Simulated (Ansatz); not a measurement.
# Gate voltage at the highest density: W2CS2 MXene monolayer

A layer charged from two gates alike needs a voltage that grows with the carrier density; the slope is e over the total capacitance.

How it was computed: Ansatz 0.2.0, plane waves with PAW datasets (its set soft_2), PBE-D3(BJ); isolated slab, charged sheets 4.5 Å from the outer atoms behind model barriers, atoms held, Fermi-Dirac smearing of 0.02585 eV. The voltage is that of the gates (their mean) against the layer's Fermi level, from the uncharged case, which has no gap over 0.05 eV.

```
  run  added electrons (10¹³ per cm²)  gate voltage (V)
run 1                            1.00              0.32
run 2                            3.00              0.97
run 3                           10.00                 ?
```

**Question.** What value belongs in the row marked “?”, and how far can the other rows tell?

Two rows fix a line: slope = (0.97 − 0.32) / (3.00 − 1.00) = 0.3250, intercept −0.0050. The capacitance is 1.602/0.3250 = 4.93 µF/cm², against 3.94 µF/cm² for plates 4.5 Å apart in vacuum on both sides; it is the larger, as where the added charge has its centre outside the outer atoms (not examined here). At 10.00 it gives 0.3250 × 10.00 + (−0.0050) = 3.24 V, beyond the rows fitted. Rounding of the rows alone allows about ±0.040 V there; two rows can't show whether the line holds.

The run itself gives 3.21 V: a miss of −0.03 V, or 0.9 % of the value. The capacitance rises a little towards the highest density.

Caveats: The gates are model sheets, not atoms, and low densities sample few k-points. Spin-orbit coupling is left out, which changes the bands of elements this heavy.

[Logs are printed without paths, hosts, clocks, repeated set-up lines and the standing remarks that a program may print on its own settings, such as how far it seeks lower states.]
